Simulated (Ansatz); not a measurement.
# Cl on Mg(0001): change of the work function, part 2 of 2

How does Cl on the fcc site change the work function of Mg(0001) as the layer fills?

Ansatz 0.2.0; plane-wave DFT, PBE, Ansatz PAW.

So far, work function, upper face (eV): step 2 (the clean slab) 3.79; step 3 (37 atoms, coverage 0.111 ML, cell 3x3) 3.92; step 4 (17 atoms, coverage 0.25 ML, cell 2x2) 4.10.

**5. Adsorbate added, k-mesh 6×6×1, coverage 0.5 ML**

System of this step: Cl/Mg(0001). The cell holds 18 atoms: 16 Mg and 2 Cl. Cell: a = 6.420 Å, b = 6.420 Å, c = 27.530 Å, α = 90.0°, β = 90.0°, γ = 60.0°. Vacuum lies along c.

input.yaml reads:

```yaml
crystal:
  lattice:
    - [6.4199999999, 0.0, 0.0]
    - [3.21, 5.5598830922, 0.0]
    - [0.0, 0.0, 27.5304502249]
  atoms:
    - { symbol: Mg, position: [0.3333333333, 0.3333333333, 0.3269107452] }
    - { symbol: Mg, position: [0.0, 0.0, 0.4215884558] }
    - { symbol: Mg, position: [0.3333333333, 0.3333333333, 0.5164513242] }
    - { symbol: Mg, position: [0.0, 0.0, 0.6119858792] }
    - { symbol: Mg, position: [0.3333333333, 0.8333333333, 0.3269107452] }
    - { symbol: Mg, position: [0.0, 0.5, 0.4215884558] }
    - { symbol: Mg, position: [0.3333333333, 0.8333333333, 0.5164513242] }
    - { symbol: Mg, position: [0.0, 0.5, 0.6119858792] }
    - { symbol: Mg, position: [0.8333333333, 0.3333333333, 0.3269107452] }
    - { symbol: Mg, position: [0.5, 0.0, 0.4215884558] }
    - { symbol: Mg, position: [0.8333333333, 0.3333333333, 0.5164513242] }
    - { symbol: Mg, position: [0.5, 0.0, 0.6119858792] }
    - { symbol: Mg, position: [0.8333333333, 0.8333333333, 0.3269107452] }
    - { symbol: Mg, position: [0.5, 0.5, 0.4215884558] }
    - { symbol: Mg, position: [0.8333333333, 0.8333333333, 0.5164513242] }
    - { symbol: Mg, position: [0.5, 0.5, 0.6119858792] }
    - { symbol: Cl, position: [0.1666666667, 0.1666666667, 0.6730892548] }
    - { symbol: Cl, position: [0.6666666667, 0.1666666667, 0.6730892548] }
kpoints:
  mp_grid: { grid: [6, 6, 1] }
hamiltonian:
  xc: pbe
scf:
  occupations: { method: fermi_dirac, width: 0.1 }
  convergence: { dr2_threshold: 1.0e-08 }
efield:
  axis: 3
  dipole_correction: true
  ramp_position: 0.97
  ramp_width: 0.06
relax:
  f_tol: 0.02
  max_steps: 60
  constraints: [{ sites: [0, 1, 4, 5, 8, 9, 12, 13] }]
output:
  dos: { projected: true, e_range: [-8, 4] }
  write_potential: true
  write_density: true
  volumetric_format: npy
  elf: true
```

Command:

```bash
$ ansatz run input.yaml --threads 4 --pin off --max-ram 16384MiB --backend cpu --events-out ev --progress --plain --runs-dir out
```

It took 2.5 min on 4 threads of Arm Neoverse V1, shared host; peak memory 2.8 GiB; 9.4 min of CPU time.

Relaxation path:

```tsv
step	energy less that of the first step (eV)	largest force component (eV/Å)
1	0.0000	0.2940
2	-0.0420	0.2280
3	-0.0620	0.0571
4	-0.0628	0.0425
5	-0.0679	0.0090
```

Forces are held to the 4 operations that the program found; a distortion that breaks them can't arise in this run.

The atoms that moved most (Å):

```tsv
atom	dx	dy	dz	length
Mg8	0.000	0.019	-0.169	0.170
Mg16	0.000	0.019	-0.169	0.170
Cl18	0.000	0.088	-0.071	0.113
Cl17	0.000	0.088	-0.071	0.113
Mg4	0.000	-0.084	0.002	0.084
Mg12	0.000	-0.084	0.002	0.084
Mg3	0.000	-0.037	-0.022	0.043
Mg11	0.000	-0.037	-0.022	0.043
```

Final coordinates:

```
Mg Cl
1.0
     6.42000    0.00000    0.00000
     3.21000    5.55988    0.00000
     0.00000    0.00000   27.53045
Mg Cl
16 2
Direct
  0.33333 0.33333 0.32691
  0.00000 0.00000 0.42159
  0.33665 0.32669 0.51564
  0.00753 0.98494 0.61206
  0.33333 0.83333 0.32691
  0.00000 0.50000 0.42159
  0.33211 0.83577 0.51512
  0.99830 0.50339 0.60586
  0.83333 0.33333 0.32691
  0.50000 0.00000 0.42159
  0.83665 0.32669 0.51564
  0.50753 0.98494 0.61206
  0.83333 0.83333 0.32691
  0.50000 0.50000 0.42159
  0.83211 0.83577 0.51512
  0.49830 0.50339 0.60586
  0.15875 0.18249 0.67050
  0.65875 0.18249 0.67050
```

The density of states has structure finer than the step of the table below, so its rows give means over 0.25 eV. Peaks (eV: height): -5.110: 16.6, -4.810: 21.9, -4.000: 15.3, -1.620: 14.4, -0.570: 12.5, 1.080: 11.7, 1.830: 14.7.

Table of density of states by energy, zero at the Fermi level; means over each step:

```tsv
energy (eV)	density of states (states/eV a cell)
-7.00	0
-6.75	0.248
-6.50	1.83
-6.25	4.33
-6.00	7.03
-5.75	7.72
-5.50	6.20
-5.25	7.31
-5.00	11.0
-4.75	12.0
-4.50	2.64
-4.25	3.34
-4.00	6.87
-3.75	6.21
-3.50	5.65
-3.25	5.15
-3.00	7.83
-2.75	5.44
-2.50	4.83
-2.25	3.53
-2.00	6.64
-1.75	8.34
-1.50	6.23
-1.25	5.33
-1.00	7.26
-0.75	6.65
-0.50	8.48
-0.25	7.29
0.00	6.44
0.25	8.49
0.50	6.23
0.75	6.58
1.00	9.32
1.25	8.97
1.50	7.51
1.75	9.26
```

The relaxation took 5 steps and lowered the energy by 0.068 eV; the largest force on the free atoms ends at 0.0090 eV/Å.

The covered face has 4.30 eV, +0.51 eV against the clean one; the bare back face has moved by -0.07 eV, a measure of how thin the slab is.

**6. Adsorbate added, k-mesh 12×12×1, coverage 1 ML**

System of this step: Cl/Mg(0001). The cell holds 5 atoms: 4 Mg and 1 Cl. Its edges and angles: a = 3.210 Å, b = 3.210 Å, c = 27.530 Å, α = 90.0°, β = 90.0°, γ = 60.0°. Vacuum lies along c.

input.yaml, the sections that differ from step 5:

```yaml
crystal:
  lattice:
    - [3.21, 0.0, 0.0]
    - [1.605, 2.7799415461, 0.0]
    - [0.0, 0.0, 27.5304502249]
  atoms:
    - { symbol: Mg, position: [0.6666666667, 0.6666666667, 0.3269107452] }
    - { symbol: Mg, position: [0.0, 0.0, 0.4215884558] }
    - { symbol: Mg, position: [0.6666666667, 0.6666666667, 0.5164513242] }
    - { symbol: Mg, position: [0.0, 0.0, 0.6119858792] }
    - { symbol: Cl, position: [0.3333333333, 0.3333333333, 0.6730892548] }
kpoints:
  mp_grid: { grid: [12, 12, 1] }
relax:
  f_tol: 0.02
  max_steps: 60
  constraints: [{ sites: [0, 1] }]
output:
  write_potential: true
  write_density: true
  volumetric_format: npy
# hamiltonian, scf, efield: as in step 5
```

It took 7.5 s on 4 threads; peak memory 0.53 GiB.

Relaxation path:

```tsv
step	energy less that of the first step (eV)	largest force component (eV/Å)
1	0.0000	0.8469
2	-0.0541	0.1926
3	-0.0562	0.0176
```

The run keeps the 6 symmetry operations that the program found, so distortions that break them were not tested.

The atoms that moved most (Å):

```tsv
atom	dx	dy	dz	length
Cl5	0.000	0.000	-0.214	0.214
Mg4	0.000	0.000	-0.099	0.099
Mg3	0.000	0.000	-0.030	0.030
```

The relaxed structure:

```cif
data_structure
_symmetry_space_group_name_H-M 'P 1'
_symmetry_Int_Tables_number 1
_cell_length_a 3.2100
_cell_length_b 3.2100
_cell_length_c 27.5305
_cell_angle_alpha 90.000
_cell_angle_beta 90.000
_cell_angle_gamma 60.000
_cell_volume 245.67
loop_
_atom_site_label
_atom_site_type_symbol
_atom_site_fract_x
_atom_site_fract_y
_atom_site_fract_z
_atom_site_occupancy
Mg1 Mg 0.66667 0.66667 0.32691 1
Mg2 Mg 0.00000 0.00000 0.42159 1
Mg3 Mg 0.66667 0.66667 0.51535 1
Mg4 Mg 0.00000 0.00000 0.60838 1
Cl5 Cl 0.33333 0.33333 0.66531 1
```

The relaxation took 3 steps and lowered the energy by 0.056 eV; the largest force on the free atoms ends at 0.018 eV/Å.

The covered face has 4.87 eV, +1.09 eV against the clean one; the bare back face has moved by -0.03 eV, a measure of how thin the slab is.

**7. Work function against coverage**

This step: plane-wave DFT, PBE, Ansatz PAW; work function against coverage (Ansatz 0.2.0).

The runs are now put side by side.

This step gave:

| Item | Value |
| --- | --- |
| work function of the clean face | 3.787 eV |
| largest change of the work function | 1.085 eV |

Work function of the covered face against coverage:

```tsv
coverage (adsorbates/nm²)	work function of the covered face (eV)
0.00	3.79
1.25	3.92
2.80	4.10
5.60	4.30
11.21	4.87
```

The dipole per adsorbate comes from the change of the cell's dipole. Coverage, by row:

```tsv
coverage (1/nm²)	coverage (ML)	work function (eV)	change (eV)	dipole per adsorbate, positive end outwards (debye)	mean height of the added atoms over the highest substrate atom (Å)
1.245	0.1111	3.917	0.1297	-0.331	1.728
2.802	0.25	4.1	0.3127	-0.337	1.738
5.603	0.5	4.296	0.5089	-0.275	1.609
11.21	1	4.873	1.085	-0.265	1.567
```

**8. What came out**

```json
{"work function of the clean face": "3.79 eV", "work function at 0.11 ML": "3.92 eV", "work function at 0.25 ML": "4.10 eV", "work function at 0.5 ML": "4.30 eV", "work function at 1 ML": "4.87 eV", "dipole per adsorbate at 0.11 ML, positive end outwards": "-0.33 D"}
```

What this shows: At the lowest coverage Cl changes the work function of Mg(0001) by under 0.15 eV, within the error of so thin a slab; the largest change, +1.09 eV, comes at higher coverage. The slab has 4 layers, at the tabulated experimental lattice constant, one starting site was run, and quantum-size effects of a slab this thin can reach one or two tenths of an eV.

[Long decimals in the printed logs are rounded to 6 places.]

[Logs are printed without paths, hosts, clocks, repeated set-up lines and the standing remarks that a program may print on its own settings, such as how far it seeks lower states.]

[Hosts, paths, dates, database ids (printed as entryN), source tags and the programs' standing remarks are cut or masked in the printed files.]

[Maps of the electrostatic potential energy from Ansatz leave out the sawtooth potential of an applied field or a dipole correction, so their vacuum need not be flat; planar profiles and work functions include it.]

[The density of states shown here was stored with 400 of the rows of the run's finer table, so its peaks can read low, often by over a quarter, or be missed, and its means over a window can be off by a tenth or more.]
